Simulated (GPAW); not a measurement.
# Dielectric function and optical constants of Si2Mo, part 2 of 2

Aim: the dielectric function of Si2Mo, and the optical constants that follow from it. The cell comes from an older database entry, whose edges can differ from later determinations, mostly by under a per cent.

GPAW 26.7.0; DFT, PBE, plane-wave PAW (GPAW data sets), scalar-relativistic, RPA, optical limit.

So far. Step 2 (Ground state): There are states at the Fermi level within the smearing, so the occupations stay smeared and the carriers get a Drude term.

The database entry behind the starting cell is an old determination (1927), so it need not match the best structure at ambient conditions.

**4. Dielectric function, RPA (continued)**

Sum at mesh points, not converged in k. The Im ε by photon energy; read off at these points:

| photon energy (eV) | E ∥ x | E ∥ z |
| --- | --- | --- |
| 0.50 | 5.06 | 6.32 |
| 1.00 | 3.72 | 4.00 |
| 1.50 | 4.70 | 8.22 |
| 2.00 | 5.66 | 16.0 |
| 2.50 | 12.0 | 36.1 |
| 3.00 | 13.6 | 31.1 |
| 3.50 | 19.8 | 22.4 |
| 3.94 | 28.1 | 20.7 |
| 4.00 | 28.0 | 19.9 |
| 4.50 | 22.1 | 15.8 |
| 5.00 | 21.1 | 14.4 |
| 5.50 | 23.5 | 18.1 |
| 5.66 | 24.0 | 18.4 |
| 6.00 | 21.3 | 19.3 |
| 6.50 | 15.0 | 18.0 |
| 7.00 | 11.2 | 14.1 |
| 7.50 | 7.69 | 9.45 |
| 8.00 | 5.95 | 6.23 |
| 8.50 | 4.64 | 4.31 |
| 9.00 | 3.84 | 3.47 |
| 9.50 | 3.05 | 2.68 |
| 10.00 | 2.28 | 1.96 |
| 10.50 | 1.83 | 1.56 |
| 11.00 | 1.58 | 1.13 |
| 11.50 | 1.40 | 0.964 |
| 12.00 | 1.24 | 0.770 |
| 12.50 | 1.00 | 0.680 |
| 13.00 | 0.852 | 0.607 |
| 13.50 | 0.775 | 0.565 |

Values under 1 per cm are given as 1; sum at mesh points, not converged in k. The absorption coefficient by photon energy:

| photon energy (eV) | E ∥ x (1/cm) | E ∥ z (1/cm) |
| --- | --- | --- |
| 0.5 | 50463 | 1.1e5 |
| 1.0 | 45779 | 43960 |
| 1.5 | 84111 | 1.1e5 |
| 2.0 | 1.2e5 | 2.7e5 |
| 2.5 | 3.2e5 | 8.0e5 |
| 3.0 | 4.4e5 | 1.1e6 |
| 3.5 | 7.0e5 | 1.1e6 |
| 4.0 | 1.2e6 | 1.3e6 |
| 4.5 | 1.4e6 | 1.3e6 |
| 5.0 | 1.5e6 | 1.2e6 |
| 5.5 | 1.9e6 | 1.6e6 |
| 6.0 | 2.3e6 | 2.0e6 |
| 6.5 | 2.4e6 | 2.4e6 |
| 7.0 | 2.5e6 | 2.6e6 |
| 7.5 | 2.4e6 | 2.7e6 |
| 8.0 | 2.4e6 | 2.6e6 |
| 8.5 | 2.3e6 | 2.5e6 |
| 9.0 | 2.3e6 | 2.4e6 |
| 9.5 | 2.3e6 | 2.4e6 |
| 10.0 | 2.2e6 | 2.3e6 |
| 10.5 | 2.2e6 | 2.2e6 |
| 11.0 | 2.1e6 | 2.2e6 |
| 11.5 | 2.1e6 | 2.1e6 |
| 12.0 | 2.0e6 | 2.0e6 |
| 12.5 | 2.0e6 | 2.0e6 |
| 13.0 | 2.0e6 | 1.9e6 |
| 13.5 | 1.9e6 | 1.9e6 |

Sum at mesh points, not converged in k. Im ε, E ∥ x against photon energy; read off at these points:

| photon energy (eV) | without local fields | with local fields |
| --- | --- | --- |
| 0.50 | 5.10 | 5.06 |
| 1.00 | 3.74 | 3.72 |
| 1.50 | 4.80 | 4.70 |
| 2.00 | 5.97 | 5.66 |
| 2.50 | 12.9 | 12.0 |
| 3.00 | 14.6 | 13.6 |
| 3.50 | 20.9 | 19.8 |
| 3.94 | 29.2 | 28.1 |
| 4.00 | 28.9 | 28.0 |
| 4.50 | 22.4 | 22.1 |
| 5.00 | 21.2 | 21.1 |
| 5.50 | 23.3 | 23.5 |
| 5.66 | 23.8 | 24.0 |
| 6.00 | 20.9 | 21.3 |
| 6.50 | 14.6 | 15.0 |
| 7.00 | 10.8 | 11.2 |
| 7.50 | 7.46 | 7.69 |
| 8.00 | 5.86 | 5.95 |
| 8.50 | 4.63 | 4.64 |
| 9.00 | 3.94 | 3.84 |
| 9.50 | 3.10 | 3.05 |
| 10.00 | 2.31 | 2.28 |
| 10.50 | 1.86 | 1.83 |
| 11.00 | 1.61 | 1.58 |
| 11.50 | 1.44 | 1.40 |
| 12.00 | 1.28 | 1.24 |
| 12.50 | 1.03 | 1.00 |
| 13.00 | 0.875 | 0.852 |
| 13.50 | 0.791 | 0.775 |

The loss function −Im 1/ε at q → 0 has structure finer than the step of the table below, so its rows give means over 0.5 eV, whole bins alone (the curve runs from 0.305 to 14.0 eV). Peaks (eV: height): E ∥ x 0.43: 0.145; E ∥ z 0.52: 0.170, 4.79: 0.0688.

Sum at mesh points, not converged in k. Table of loss function −Im 1/ε at q → 0 by energy loss; means over each step:

| energy loss (eV) | E ∥ x | E ∥ z |
| --- | --- | --- |
| 1.0 | 0.0148 | 0.00874 |
| 1.5 | 0.0137 | 0.00904 |
| 2.0 | 0.0121 | 0.0125 |
| 2.5 | 0.0193 | 0.0192 |
| 3.0 | 0.0226 | 0.0311 |
| 3.5 | 0.0234 | 0.0431 |
| 4.0 | 0.0310 | 0.0508 |
| 4.5 | 0.0433 | 0.0637 |
| 5.0 | 0.0453 | 0.0661 |
| 5.5 | 0.0425 | 0.0552 |
| 6.0 | 0.0424 | 0.0515 |
| 6.5 | 0.0484 | 0.0492 |
| 7.0 | 0.0502 | 0.0492 |
| 7.5 | 0.0579 | 0.0483 |
| 8.0 | 0.0649 | 0.0510 |
| 8.5 | 0.0726 | 0.0559 |
| 9.0 | 0.0809 | 0.0641 |
| 9.5 | 0.0815 | 0.0664 |
| 10.0 | 0.0863 | 0.0667 |
| 10.5 | 0.0978 | 0.0734 |
| 11.0 | 0.114 | 0.0759 |
| 11.5 | 0.132 | 0.0849 |
| 12.0 | 0.144 | 0.0946 |
| 12.5 | 0.149 | 0.113 |
| 13.0 | 0.167 | 0.132 |
| 13.5 | 0.190 | 0.151 |

Sum at mesh points, not converged in k. Reflectivity at normal incidence against photon energy; read off at these points:

| photon energy (eV) | E ∥ x (%) | E ∥ z (%) |
| --- | --- | --- |
| 0.50 | 25.0 | 40.3 |
| 1.00 | 37.6 | 42.6 |
| 1.50 | 39.0 | 48.3 |
| 2.00 | 42.5 | 52.1 |
| 2.50 | 45.4 | 58.5 |
| 2.82 | 45.6 | 58.9 |
| 3.00 | 45.8 | 58.1 |
| 3.50 | 50.1 | 53.3 |
| 4.00 | 54.8 | 53.8 |
| 4.07 | 54.8 | 53.2 |
| 4.50 | 52.6 | 49.1 |
| 5.00 | 51.5 | 45.4 |
| 5.50 | 55.7 | 50.0 |
| 6.00 | 61.9 | 54.0 |
| 6.50 | 63.6 | 60.1 |
| 7.00 | 67.2 | 64.5 |
| 7.50 | 67.4 | 69.6 |
| 8.00 | 67.9 | 72.3 |
| 8.50 | 67.9 | 73.5 |
| 9.00 | 67.4 | 72.7 |
| 9.50 | 69.7 | 74.4 |
| 10.00 | 71.1 | 76.5 |
| 10.31 | 71.6 | 77.4 |
| 10.50 | 70.9 | 76.3 |
| 11.00 | 69.7 | 78.8 |
| 11.50 | 68.4 | 78.2 |
| 11.79 | 67.9 | 79.1 |
| 12.00 | 68.3 | 78.7 |
| 12.50 | 70.3 | 77.5 |
| 13.00 | 70.1 | 76.7 |
| 13.50 | 68.9 | 75.4 |

At chosen wavelengths:

| wavelength (nm) | n x | k x | R (%) x | 1/α x | n z | k z | R (%) z | 1/α z |
| --- | --- | --- | --- | --- | --- | --- | --- | --- |
| 1550 | 3.87 | 0.550 | 35.5 | 224 nm | 4.14 | 0.387 | 37.6 | 319 nm |
| 532 | 4.91 | 1.071 | 45.5 | 40 nm | 6.20 | 2.424 | 57.0 | 17 nm |
| 405 | 4.76 | 1.460 | 46.1 | 22 nm | 4.18 | 3.584 | 57.9 | 9.0 nm |
| 365 | 4.98 | 1.784 | 48.9 | 16 nm | 3.58 | 3.180 | 53.9 | 9.1 nm |
| 308 | 4.49 | 3.100 | 54.8 | 7.9 nm | 3.10 | 3.146 | 53.6 | 7.8 nm |
| 248 | 3.63 | 2.912 | 51.5 | 6.8 nm | 2.94 | 2.452 | 45.4 | 8.0 nm |
| 193 | 2.12 | 3.683 | 63.6 | 4.2 nm | 2.59 | 3.539 | 59.2 | 4.3 nm |

In reflection the computed colour is light grey: x = 0.305, y = 0.326, luminous reflectivity 50 %.

**5. What came out**

In words: At this level (PBE, RPA) Si2Mo is a metal. The mesh is too coarse to trust the carriers' weight, the reflectivity or the colour to better than tens of per cent. In reflection the computed colour is light grey: x = 0.305, y = 0.326, luminous reflectivity 50 %. The carriers' damping of 0.05 eV is typed, not computed; it shapes the response at the lowest energies. In this version of GPAW the matrix elements of the optical limit are incomplete, which can lower ε − 1 by up to a tenth where first-row anions or d states rule, and shift it by more in d metals. GPAW's carrier term has the form −ωp²/(ω + i·rate)², which damps like twice the rate and fails at low energy, so the curves leave the lowest energies out. The sum runs over mesh points 0.16 Å⁻¹ apart with no interpolation, so peaks are partly noise of the mesh, and the Drude plasma energy, a sum over the Fermi surface, isn't converged.

[Hosts, paths, dates, database ids (printed as entryN), source tags and the programs' standing remarks are cut or masked in the printed files.]
